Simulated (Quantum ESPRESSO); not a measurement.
**GaCo: parallel and opposed starts**

Does GaCo prefer parallel or opposed moments, or none?

Program: Quantum ESPRESSO 7.5. Level of theory: LDA; plane waves with GBRV 1.5 LDA potentials, no spin-orbit coupling. Results are calculated unless marked as measured.

Most raw output is cut from this account.

## Step 1: The structure

The structure is cubic, space group Pm-3m (No. 221). Conventional cell: a = 2.878 Å, b = 2.878 Å, c = 2.878 Å, α = 90.00°, β = 90.00°, γ = 90.00°. Nearest to Ga lie 8 Co at 2.49 Å. Nearest to Co lie 8 Ga at 2.49 Å. Farther neighbours are not listed.

The cell comes from the Crystallography Open Database.

## Step 2: Start 1: ferro +

The signs are those of the starting moments on the seeded atoms, the atoms that are given a moment.

pw.in reads:

```
&CONTROL
  calculation = 'scf'
  prefix = 'pwscf'
  outdir = './tmp'
  pseudo_dir = './pseudo'
  disk_io = 'nowf'
/
&SYSTEM
  ibrav = 0
  celldm(1) = 8
  nat = 2
  ntyp = 2
  ecutwfc = 40
  ecutrho = 280
  nbnd = 26
  occupations = 'smearing'
  smearing = 'fd'
  degauss = 0.00999582
  nspin = 2
  starting_magnetization(1) = 0
  starting_magnetization(2) = 0.1176
/
&ELECTRONS
  conv_thr = 4d-09
  electron_maxstep = 150
  mixing_beta = 0.3
/
ATOMIC_SPECIES
Ga     69.7230 ga_lda_v1.4.uspp.F.UPF
Co     58.9332 co_lda_v1.2.uspp.F.UPF
CELL_PARAMETERS alat
   0.6798289733341    0.0000000000000    0.0000000000000
   0.0000000000000    0.6798289733341    0.0000000000000
   0.0000000000000    0.0000000000000    0.6798289733341
ATOMIC_POSITIONS crystal
Ga      0.5000000000    0.5000000000    0.5000000000
Co      0.0000000000    0.0000000000    0.0000000000
K_POINTS automatic
10 10 10 0 0 0
```

On the command line:

```console
$ OMP_NUM_THREADS=1 mpirun -n 2 pw.x -nk 2 -in pw.in > pw.out
```

Run time: 19 s. Hardware: 2 MPI ranks of Arm Neoverse V2, shared host; peak memory 0.18 GiB.

Spin moment in the atom's sphere by atom:

| atom | spin moment in the atom's sphere (μB) |
| --- | --- |
| Ga1 | 0.0000 |
| Co2 | 0.0002 |

This step gave:

```yaml
smearing_term_ts: 0.07613 eV
magnetization: 0 μB
absolute_magnetization: 0 μB
final_state: non-magnetic
```

## Step 3: Run 2 (antiferro q=(1/2,1/2,1/2) +−)

The cell is doubled to 4 atoms to hold this order. The wavevector q is in fractions of the reciprocal vectors of the crystal's primitive cell, as the cells of these inputs are built from it; moments change sign between cells as cos(2π q·R).

pw.in reads:

```
&CONTROL
  calculation = 'scf'
  prefix = 'pwscf'
  outdir = './tmp'
  pseudo_dir = './pseudo'
  disk_io = 'nowf'
/
&SYSTEM
  ibrav = 0
  celldm(1) = 8
  nat = 4
  ntyp = 3
  ecutwfc = 40
  ecutrho = 280
  nbnd = 46
  occupations = 'smearing'
  smearing = 'fd'
  degauss = 0.00999582
  nspin = 2
  starting_magnetization(1) = 0
  starting_magnetization(2) = 0.1176
  starting_magnetization(3) = -0.1176
/
&ELECTRONS
  conv_thr = 8d-09
  electron_maxstep = 150
  mixing_beta = 0.3
/
ATOMIC_SPECIES
Ga     69.7230 ga_lda_v1.4.uspp.F.UPF
Co1    58.9332 co_lda_v1.2.uspp.F.UPF
Co2    58.9332 co_lda_v1.2.uspp.F.UPF
CELL_PARAMETERS alat
   1.3596579466682    0.0000000000000    0.0000000000000
   0.6798289733341    0.6798289733341    0.0000000000000
   0.6798289733341    0.0000000000000    0.6798289733341
ATOMIC_POSITIONS crystal
Ga      0.7500000000    0.5000000000    0.5000000000
Ga      0.2500000000    0.5000000000    0.5000000000
Co1     0.0000000000    0.0000000000    0.0000000000
Co2     0.5000000000    0.0000000000    0.0000000000
K_POINTS automatic
5 10 10 0 0 0
```

It took 47 s on 2 MPI ranks; peak memory 0.27 GiB.

Spin moment in the atom's sphere by atom:

| atom | spin moment in the atom's sphere (μB) |
| --- | --- |
| Ga1 | 0.0000 |
| Ga2 | 0.0000 |
| Co3 | 0.0002 |
| Co4 | 0.0001 |

Numbers from this step:

- smearing term TS: 0.1523 eV
- magnetization: 0 μB
- absolute magnetization: 0 μB
- final state: non-magnetic

## Step 4: Start 3: antiferro q=(0,1/2,1/2) +−

The cell is doubled to 4 atoms to hold this order.

Edit pw.in of step 3 so:

```diff
@@ -33,11 +33,11 @@
 CELL_PARAMETERS alat
-   1.3596579466682    0.0000000000000    0.0000000000000
-   0.6798289733341    0.6798289733341    0.0000000000000
-   0.6798289733341    0.0000000000000    0.6798289733341
+   0.6798289733341    0.0000000000000    0.0000000000000
+   0.0000000000000    1.3596579466682    0.0000000000000
+   0.0000000000000    0.6798289733341    0.6798289733341
 ATOMIC_POSITIONS crystal
-Ga      0.7500000000    0.5000000000    0.5000000000
-Ga      0.2500000000    0.5000000000    0.5000000000
+Ga      0.5000000000    0.0000000000    0.5000000000
+Ga      0.5000000000    0.5000000000    0.5000000000
 Co1     0.0000000000    0.0000000000    0.0000000000
-Co2     0.5000000000    0.0000000000    0.0000000000
+Co2     0.0000000000    0.5000000000    0.0000000000
 K_POINTS automatic
-5 10 10 0 0 0
+10 5 10 0 0 0
```

Run time: 2.2 min. Hardware: 2 MPI ranks; peak memory 0.35 GiB; 4.4 min of CPU time.

Spin moment in the atom's sphere by atom:

| atom | spin moment in the atom's sphere (μB) |
| --- | --- |
| Ga1 | 0.0000 |
| Ga2 | 0.0000 |
| Co3 | -0.0005 |
| Co4 | 0.0005 |

Numbers from this step:

```yaml
smearing_term_ts: 0.1523 eV
magnetization: 0 μB
absolute_magnetization: 0 μB
final_state: non-magnetic
```

## Step 5: Start 4: antiferro q=(0,0,1/2) +−

The cell is doubled to 4 atoms to hold this order.

Edit pw.in of step 4 so:

```diff
@@ -34,10 +34,10 @@
    0.6798289733341    0.0000000000000    0.0000000000000
-   0.0000000000000    1.3596579466682    0.0000000000000
-   0.0000000000000    0.6798289733341    0.6798289733341
+   0.0000000000000    0.6798289733341    0.0000000000000
+   0.0000000000000    0.0000000000000    1.3596579466682
 ATOMIC_POSITIONS crystal
-Ga      0.5000000000    0.0000000000    0.5000000000
-Ga      0.5000000000    0.5000000000    0.5000000000
+Ga      0.5000000000    0.5000000000    0.2500000000
+Ga      0.5000000000    0.5000000000    0.7500000000
 Co1     0.0000000000    0.0000000000    0.0000000000
-Co2     0.0000000000    0.5000000000    0.0000000000
+Co2     0.0000000000    0.0000000000    0.5000000000
 K_POINTS automatic
-10 5 10 0 0 0
+10 10 5 0 0 0
```

Elapsed: 99 s, on 2 MPI ranks; peak memory 0.33 GiB.

Read from the output:

| Quantity | Value |
| --- | --- |
| smearing term TS | 0.1523 eV |
| magnetization | 0 μB |
| absolute magnetization | 0 μB |
| final state | non-magnetic |
| largest moment | 0 μB |

## Step 6: Run 5, typed as no spin polarisation

pw.in reads:

```
&CONTROL
  calculation = 'scf'
  prefix = 'pwscf'
  outdir = './tmp'
  pseudo_dir = './pseudo'
  disk_io = 'nowf'
/
&SYSTEM
  ibrav = 0
  celldm(1) = 8
  nat = 2
  ntyp = 2
  ecutwfc = 40
  ecutrho = 280
  nbnd = 25
  occupations = 'smearing'
  smearing = 'fd'
  degauss = 0.00999582
/
&ELECTRONS
  conv_thr = 4d-09
  electron_maxstep = 150
  mixing_beta = 0.3
/
ATOMIC_SPECIES
Ga     69.7230 ga_lda_v1.4.uspp.F.UPF
Co     58.9332 co_lda_v1.2.uspp.F.UPF
CELL_PARAMETERS alat
   0.6798289733341    0.0000000000000    0.0000000000000
   0.0000000000000    0.6798289733341    0.0000000000000
   0.0000000000000    0.0000000000000    0.6798289733341
ATOMIC_POSITIONS crystal
Ga      0.5000000000    0.5000000000    0.5000000000
Co      0.0000000000    0.0000000000    0.0000000000
K_POINTS automatic
10 10 10 0 0 0
```

Run time: 7.8 s. Hardware: 2 MPI ranks; peak memory 0.15 GiB.

Read from the output:

| Property | Result |
| --- | --- |
| smearing term TS | 0.07613 eV |
| final state | non-magnetic (no spin polarisation) |

## Step 7: Ranking

An order is kept where moments of 0.15 μB or more survive with the typed signs; meshes match where a doubled cell samples the same k points as the first cell.

Orders:

| start | final state | typed order kept | energy over the lowest (meV a seeded atom) | largest site moment (μB) | net moment (μB a cell of the first run) | mesh matched | CPU time (s) |
| --- | --- | --- | --- | --- | --- | --- | --- |
| ferro + | non-magnetic | no | 0.08093 | 0 | 0 | yes | 38.57 |
| antiferro q=(1/2,1/2,1/2) +- | non-magnetic | no | 0 | 0 | 0 | yes | 94.6 |
| antiferro q=(0,1/2,1/2) +- | non-magnetic | no | 0.04626 | 5.31e-4 | 0 | yes | 264.2 |
| antiferro q=(0,0,1/2) +- | non-magnetic | no | 0.08094 | 0 | 0 | yes | 197.3 |
| no spin polarisation | non-magnetic | - | 0.08094 | 0 | 0 | yes | 15.4 |

## Step 8: What came out

| Quantity | Value |
| --- | --- |
| lowest state found | non-magnetic (from ferro +, antiferro q=(1/2,1/2,1/2) +-, antiferro q=(0,1/2,1/2) +-, antiferro q=(0,0,1/2) +- and no spin polarisation) |
| largest site moment | 0 μB |

In words: The lowest state carries no moment, and no start kept one. This is the lowest of 5 collinear or spinless starts, no proof of the ground state. Energies are free energies at an electronic temperature of 1580 K, which lowers moments and differences where the moments are itinerant.

[Logs and program files are shortened in this print: banners, set-up blocks, solver, clock and traceback lines can be left out without a mark of their own.]

[Logs are printed without paths, hosts, clocks, repeated set-up lines and the standing remarks that a program may print on its own settings, such as how far it seeks lower states.]

[Hosts, paths, dates, database ids (printed as entryN), source tags and the programs' standing remarks are cut or masked in the printed files.]

[Where a cell is said to come from a database of computed structures, the database is the Materials Project.]
